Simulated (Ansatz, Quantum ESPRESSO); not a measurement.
**KCdF3 (Pm-3m): Raman and infrared activity**

Which lines does KCdF3 (Pm-3m) show in Raman and infrared spectra?

Main program and level: Quantum ESPRESSO 8.0 development, patched; DFT LDA, scalar-relativistic, plane waves, PseudoDojo norm-conserving pseudopotentials.

## (1) The starting structure

The structure is cubic, space group Pm-3m (No. 221). Conventional cell: a = 4.382 Å, b = 4.382 Å, c = 4.382 Å, α = 90.00°, β = 90.00°, γ = 90.00°. Nearest to K lie 12 F at 3.10 Å. Nearest to Cd lie 6 F at 2.19 Å. Nearest to F lie 2 Cd at 2.19 Å and 4 K at 3.10 Å. Farther neighbours and most contacts between anions are not listed.

As a file:

```cif
data_structure
_symmetry_space_group_name_H-M 'Pm-3m'
_symmetry_Int_Tables_number 221
_cell_length_a 4.3821
_cell_length_b 4.3821
_cell_length_c 4.3821
_cell_angle_alpha 90.000
_cell_angle_beta 90.000
_cell_angle_gamma 90.000
_cell_volume 84.15
loop_
_atom_site_label
_atom_site_type_symbol
_atom_site_symmetry_multiplicity
_atom_site_Wyckoff_symbol
_atom_site_fract_x
_atom_site_fract_y
_atom_site_fract_z
_atom_site_occupancy
K1 K 1 a 0.00000 0.00000 0.00000 1
Cd1 Cd 1 b 0.50000 0.50000 0.50000 1
F1 F 3 c 0.00000 0.50000 0.50000 1
```

## (2) A probe with smearing

Before anything dear is run, a loose run with smearing shows whether this is a metal and how far the cell is from rest.

File probe.in:

```
 &control
    calculation='scf',
    prefix='x',
    outdir='./tmp',
    pseudo_dir='./pseudo',
    tprnfor=.true.,
    tstress=.true.,
    verbosity='high',
 /
 &system
    ibrav=1,
    celldm(1)=8.2809481,
    nat=5,
    ntyp=3,
    ecutwfc=94.0,
    occupations='smearing',
    smearing='gaussian',
    degauss=0.01,
 /
 &electrons
    conv_thr=1.0d-07,
    mixing_beta=0.7,
    electron_maxstep=100,
 /
ATOMIC_SPECIES
 K      39.0983  K.upf
 Cd    112.4140  Cd.upf
 F      18.9984  F.upf
ATOMIC_POSITIONS crystal
 K      0.000000000   0.000000000   0.000000000
 Cd     0.500000000   0.500000000   0.500000000
 F      0.000000000   0.500000000   0.500000000
 F      0.500000000   0.000000000   0.500000000
 F      0.500000000   0.500000000   0.000000000
K_POINTS automatic
 4 4 4 0 0 0
```

Started as:

```bash
OMP_NUM_THREADS=1 mpirun -n 8 pw.x -nk 8 -in probe.in > probe.out
```

What it wrote:

```text
[banners, grids, parts of the stress and lines that vanish by symmetry left out]
Program PWSCF v.8.0dev
     In Cd.upf r*V + 2Z of the local potential adds  1.5E-02 Ry bohr^3 between 6 and 10 bohr.
     Times the mean valence density, that enters the energy per atom
[...]
kinetic-energy cutoff     =      94.0000  Ry
     charge density cutoff     =     376.0000  Ry
     scf convergence threshold =      1.0E-07
[...]
Exchange-correlation= SLA-PW-NOGX-NOGC
                           (   1   4   0   0   0   0   0)
[...]
48 Sym. Ops., with inversion, found
[...]
(     0          1          0      )
                  (     0          0          1      )
[...]
(  0.0000000  1.0000000  0.0000000 )
                  (  0.0000000  0.0000000  1.0000000 )
[...]
(     0         -1          0      )
[...]
( -1.0000000  0.0000000  0.0000000 )
                  (  0.0000000  1.0000000  0.0000000 )
[...]
number of k points=    10  Gaussian smearing, width (Ry)=  0.0100
[...]
End of self-consistent calculation
[...]
the Fermi energy is     4.9340 ev
!    total energy              =    -558.23764538 Ry
[...]
convergence has been achieved in   8 iterations
[...]
atom    1 type  1   force =     0.00000000    0.00000000    0.00000000
     atom    2 type  2   force =     0.00000000    0.00000000    0.00000000
     atom    3 type  3   force =     0.00000000    0.00000000    0.00000000
     atom    4 type  3   force =     0.00000000    0.00000000    0.00000000
     atom    5 type  3   force =     0.00000000    0.00000000    0.00000000
[...]
Total force =     0.000000     Total SCF correction =     0.000000
[...]
total   stress  (Ry/bohr**3)                   (kbar)     P=      -37.28
[...]
XML data file, charge density, pseudopotentials, collected wavefunctions

   JOB DONE.
```

Elapsed: 8.7 s, on 8 MPI ranks of Arm Neoverse V2, shared host.

Read from the output:

```
volume per atom   : 16.83 Å³
pressure          : -3.728 GPa
gap on the k-mesh : 2.829 eV
```

A gap of 2.8 eV opens on this mesh, so the crystal is taken as an insulator; the start stands at -3.7 GPa.

## (3) Relaxing the cell and atoms

Frequencies change by per cents with a per cent of volume, so the structure is first brought to rest at this level of theory.

File relax.in:

```
 &control
    calculation='vc-relax',
    prefix='x',
    outdir='./tmp',
    pseudo_dir='./pseudo',
    tprnfor=.true.,
    tstress=.true.,
    forc_conv_thr=2.0d-05,
    etot_conv_thr=1.0d-07,
    nstep=40,
 /
 &system
    ibrav=1,
    celldm(1)=8.2809481,
    nat=5,
    ntyp=3,
    ecutwfc=94.0,
    occupations='fixed',
    nbnd=27,
 /
 &electrons
    conv_thr=1.0d-11,
    mixing_beta=0.7,
    electron_maxstep=100,
 /
 &ions
 /
 &cell
    press_conv_thr=0.2,
 /
ATOMIC_SPECIES
 K      39.0983  K.upf
 Cd    112.4140  Cd.upf
 F      18.9984  F.upf
ATOMIC_POSITIONS crystal
 K      0.000000000   0.000000000   0.000000000
 Cd     0.500000000   0.500000000   0.500000000
 F      0.000000000   0.500000000   0.500000000
 F      0.500000000   0.000000000   0.500000000
 F      0.500000000   0.500000000   0.000000000
K_POINTS automatic
 4 4 4 0 0 0
```

Started as:

```bash
OMP_NUM_THREADS=1 mpirun -n 8 pw.x -nk 8 -in relax.in > relax.out
```

What it wrote:

```text
[banners, grids, parts of the stress and lines that vanish by symmetry left out]
[banner, memory and clock lines left out]
Program PWSCF v.8.0dev

[...]
kinetic-energy cutoff     =      94.0000  Ry
     charge density cutoff     =     376.0000  Ry
     scf convergence threshold =      1.0E-11
[...]
energy convergence thresh.=      1.0E-07
     force convergence thresh. =      2.0E-05
     press convergence thresh. =      2.0E-01
     Exchange-correlation= SLA-PW-NOGX-NOGC
                           (   1   4   0   0   0   0   0)
[...]
48 Sym. Ops., with inversion, found
[...]
number of k points=    10
[...]
End of self-consistent calculation
[...]
highest occupied, lowest unoccupied level (ev):     3.7276    6.5563
!    total energy              =    -558.23764539 Ry
[...]
convergence has been achieved in  11 iterations
[...]
atom    1 type  1   force =     0.00000000    0.00000000    0.00000000
     atom    2 type  2   force =     0.00000000    0.00000000    0.00000000
     atom    3 type  3   force =     0.00000000    0.00000000    0.00000000
     atom    4 type  3   force =     0.00000000    0.00000000    0.00000000
     atom    5 type  3   force =     0.00000000    0.00000000    0.00000000
     Total force =     0.000000     Total SCF correction =     0.000000
[...]
total   stress  (Ry/bohr**3)                   (kbar)     P=      -37.30
[...]
number of bfgs steps    =   0
[...]
CELL_PARAMETERS (alat=  8.28094810)
[...]
ATOMIC_POSITIONS (crystal)
K                0.0000000000        0.0000000000        0.0000000000
Cd               0.5000000000        0.5000000000        0.5000000000
F                0.0000000000        0.5000000000        0.5000000000
F                0.5000000000        0.0000000000        0.5000000000
[...]
New effective cutoffs (rho, wfc):  380.75   95.19
[...]
End of self-consistent calculation
[...]
highest occupied, lowest unoccupied level (ev):     4.0180    6.8536
!    total energy              =    -558.23994427 Ry
[...]
convergence has been achieved in   8 iterations
[...]
atom    1 type  1   force =     0.00000000    0.00000000    0.00000000
     atom    2 type  2   force =     0.00000000    0.00000000    0.00000000
     atom    3 type  3   force =     0.00000000    0.00000000    0.00000000
     atom    4 type  3   force =     0.00000000    0.00000000    0.00000000
     atom    5 type  3   force =     0.00000000    0.00000000    0.00000000
     Total force =     0.000000     Total SCF correction =     0.000000
[...]
total   stress  (Ry/bohr**3)                   (kbar)     P=      -25.52
[...]
number of bfgs steps    =   1
[...]
CELL_PARAMETERS (alat=  8.28094810)
[...]
ATOMIC_POSITIONS (crystal)
[...]
New effective cutoffs (rho, wfc):  388.14   97.03
[...]
End of self-consistent calculation
[...]
highest occupied, lowest unoccupied level (ev):     4.4727    7.3151
!    total energy              =    -558.24164957 Ry
[...]
convergence has been achieved in  10 iterations
[...]
atom    1 type  1   force =     0.00000000    0.00000000    0.00000000
     atom    2 type  2   force =     0.00000000    0.00000000    0.00000000
     atom    3 type  3   force =     0.00000000    0.00000000    0.00000000
     atom    4 type  3   force =     0.00000000    0.00000000    0.00000000
[...]
Total force =     0.000000     Total SCF correction =     0.000000
[...]
total   stress  (Ry/bohr**3)                   (kbar)     P=       -5.62
[...]
number of bfgs steps    =   2
[...]
CELL_PARAMETERS (alat=  8.28094810)
[...]
ATOMIC_POSITIONS (crystal)
[...]
New effective cutoffs (rho, wfc):  390.21   97.55
[...]
End of self-consistent calculation
[...]
highest occupied, lowest unoccupied level (ev):     4.6019    7.4456
!    total energy              =    -558.24172688 Ry
[...]
convergence has been achieved in   9 iterations
[...]
Total force =     0.000000     Total SCF correction =     0.000000
[...]
total   stress  (Ry/bohr**3)                   (kbar)     P=        0.38
[...]
number of bfgs steps    =   3
[...]
CELL_PARAMETERS (alat=  8.28094810)
[...]
ATOMIC_POSITIONS (crystal)
[...]
New effective cutoffs (rho, wfc):  390.08   97.52
[...]
End of self-consistent calculation
[...]
highest occupied, lowest unoccupied level (ev):     4.5938    7.4373
!    total energy              =    -558.24172722 Ry
[...]
convergence has been achieved in   7 iterations
[...]
Total force =     0.000000     Total SCF correction =     0.000000
[...]
total   stress  (Ry/bohr**3)                   (kbar)     P=       -0.01
[...]
number of bfgs steps    =   4
[...]
small trust_radius: resetting bfgs history
[...]
CELL_PARAMETERS (alat=  8.28094810)
[...]
ATOMIC_POSITIONS (crystal)
[...]
New effective cutoffs (rho, wfc):  390.08   97.52
[...]
End of self-consistent calculation
[...]
highest occupied, lowest unoccupied level (ev):     4.5938    7.4374
!    total energy              =    -558.24172722 Ry
[...]
convergence has been achieved in   3 iterations
[...]
atom    3 type  3   force =     0.00000000    0.00000000    0.00000000
     atom    4 type  3   force =     0.00000000    0.00000000    0.00000000
     atom    5 type  3   force =     0.00000000    0.00000000    0.00000000
     Total force =     0.000000     Total SCF correction =     0.000000
[...]
total   stress  (Ry/bohr**3)                   (kbar)     P=       -0.00
[...]
bfgs converged in   6 scf cycles and   5 bfgs steps
[...]
End of BFGS Geometry Optimization
     Final enthalpy           =    -558.2417272241 Ry
     File ./tmp/x.bfgs deleted, as requested
[...]
CELL_PARAMETERS (alat=  8.28094810)
[...]
ATOMIC_POSITIONS (crystal)
[...]
F                0.5000000000        0.0000000000        0.5000000000
F                0.5000000000        0.5000000000        0.0000000000
[...]
Final scf calculation at the relaxed structure.
[...]
kinetic-energy cutoff     =      94.0000  Ry
     charge density cutoff     =     376.0000  Ry
     scf convergence threshold =      1.0E-13
[...]
press convergence thresh. =      2.0E-01
     Exchange-correlation= SLA-PW-NOGX-NOGC
                           (   1   4   0   0   0   0   0)
[...]
48 Sym. Ops., with inversion, found
[...]
number of k points=    10
[...]
c_bands: 1 eigenvalues not converged on the other pools
[...]
End of self-consistent calculation
[...]
highest occupied, lowest unoccupied level (ev):     4.5938    7.4374
!    total energy              =    -558.24138985 Ry
[...]
convergence has been achieved in  13 iterations
[...]
atom    1 type  1   force =     0.00000000    0.00000000    0.00000000
     atom    2 type  2   force =     0.00000000    0.00000000    0.00000000
     atom    3 type  3   force =     0.00000000    0.00000000    0.00000000
     atom    4 type  3   force =     0.00000000    0.00000000    0.00000000
     atom    5 type  3   force =     0.00000000    0.00000000    0.00000000
     Total force =     0.000000     Total SCF correction =     0.000000
[...]
total   stress  (Ry/bohr**3)                   (kbar)     P=       -1.24
[...]
XML data file, charge density, pseudopotentials, collected wavefunctions
```

Run time: 53 s. Hardware: 8 MPI ranks.

The steps of the relaxation:

| step | energy less that of the first step (eV) | largest force (eV/Å) | pressure (GPa) | volume (Å³) |
| --- | --- | --- | --- | --- |
| 1 | 0.0000 | 0.0000 | -3.73 | 84.15 |
| 2 | -0.0313 | 0.0000 | -2.55 | 82.56 |
| 3 | -0.0545 | 0.0000 | -0.56 | 80.21 |
| 4 | -0.0555 | 0.0000 | 0.04 | 79.57 |
| 5 | -0.0555 | 0.0000 | 0.00 | 79.61 |
| 6 | -0.0555 | 0.0000 | 0.00 | 79.61 |
| 7 | -0.0509 | 0.0000 | -0.12 | 79.61 |

| conventional cell, symmetrised | before | after | change |
| --- | --- | --- | --- |
| a (Å) | 4.382 | 4.302 | -1.8 % |
| b (Å) | 4.382 | 4.302 | -1.8 % |
| c (Å) | 4.382 | 4.302 | -1.8 % |
| volume (Å³/atom) | 16.83 | 15.92 | -5.4 % |

Final coordinates:

```
K Cd F
1.0
     4.30189    0.00000    0.00000
     0.00000    4.30189    0.00000
     0.00000    0.00000    4.30189
K Cd F
1 1 3
Direct
  0.00000 0.00000 0.00000
  0.50000 0.50000 0.50000
  0.00000 0.50000 0.50000
  0.50000 0.00000 0.50000
  0.50000 0.50000 0.00000
```

The last row of the table of steps is pw.x's closing run on a basis chosen anew for the final cell, so its energy can jump.

Read from the output:

| Property | Result |
| --- | --- |
| volume per atom | 15.92 Å³ |
| pressure | -0.124 GPa |
| gap on the k-mesh | 2.844 eV |

The volume changes by -5.4 % from the cell with which this run began.

## (4) Ground state

Perturbation theory inherits every error of the wavefunctions, so the threshold is set near the limit of the arithmetic. With a gap, occupations are fixed, which also allows the response to an electric field.

File scf.in:

```
 &control
    calculation='scf',
    prefix='x',
    outdir='./tmp',
    pseudo_dir='./pseudo',
    tprnfor=.true.,
    tstress=.true.,
 /
 &system
    ibrav=1,
    celldm(1)=8.12939685,
    nat=5,
    ntyp=3,
    ecutwfc=94.0,
    occupations='fixed',
    nbnd=27,
 /
 &electrons
    conv_thr=1.0d-12,
    mixing_beta=0.7,
    electron_maxstep=100,
 /
ATOMIC_SPECIES
 K      39.0983  K.upf
 Cd    112.4140  Cd.upf
 F      18.9984  F.upf
ATOMIC_POSITIONS crystal
 K      0.000000000   0.000000000   0.000000000
 Cd     0.500000000   0.500000000   0.500000000
 F      0.000000000   0.500000000   0.500000000
 F      0.500000000   0.000000000   0.500000000
 F      0.500000000   0.500000000   0.000000000
K_POINTS automatic
 4 4 4 0 0 0
```

Started as:

```bash
OMP_NUM_THREADS=1 mpirun -n 8 pw.x -nk 8 -in scf.in > scf.out
```

What it wrote:

```text
[banners, grids, parts of the stress and lines that vanish by symmetry left out]
[banner, memory and clock lines left out]
Program PWSCF v.8.0dev

[...]
kinetic-energy cutoff     =      94.0000  Ry
     charge density cutoff     =     376.0000  Ry
     scf convergence threshold =      1.0E-12
[...]
Exchange-correlation= SLA-PW-NOGX-NOGC
                           (   1   4   0   0   0   0   0)
[...]
48 Sym. Ops., with inversion, found
[...]
number of k points=    10
[...]
c_bands: 1 eigenvalues not converged on the other pools
[...]
End of self-consistent calculation
[...]
highest occupied, lowest unoccupied level (ev):     4.5938    7.4374
!    total energy              =    -558.24138985 Ry
[...]
convergence has been achieved in  12 iterations
[...]
atom    1 type  1   force =     0.00000000    0.00000000    0.00000000
     atom    2 type  2   force =     0.00000000    0.00000000    0.00000000
     atom    3 type  3   force =     0.00000000    0.00000000    0.00000000
     atom    4 type  3   force =     0.00000000    0.00000000    0.00000000
     atom    5 type  3   force =     0.00000000    0.00000000    0.00000000
     Total force =     0.000000     Total SCF correction =     0.000000
[...]
total   stress  (Ry/bohr**3)                   (kbar)     P=       -1.24
[...]
XML data file, charge density, pseudopotentials, collected wavefunctions
```

Run time: 11 s. Hardware: 8 MPI ranks.

The cell stands at -0.12 GPa, close enough for phonons.

(Continued in part 2 of 3.)

[Host names and launcher messages were left out of these logs when they were recorded.]

[Logs are printed without paths, hosts, clocks, repeated set-up lines and the standing remarks that a program may print on its own settings, such as how far it seeks lower states.]

[Hosts, paths, dates, database ids (printed as entryN), source tags and the programs' standing remarks are cut or masked in the printed files.]
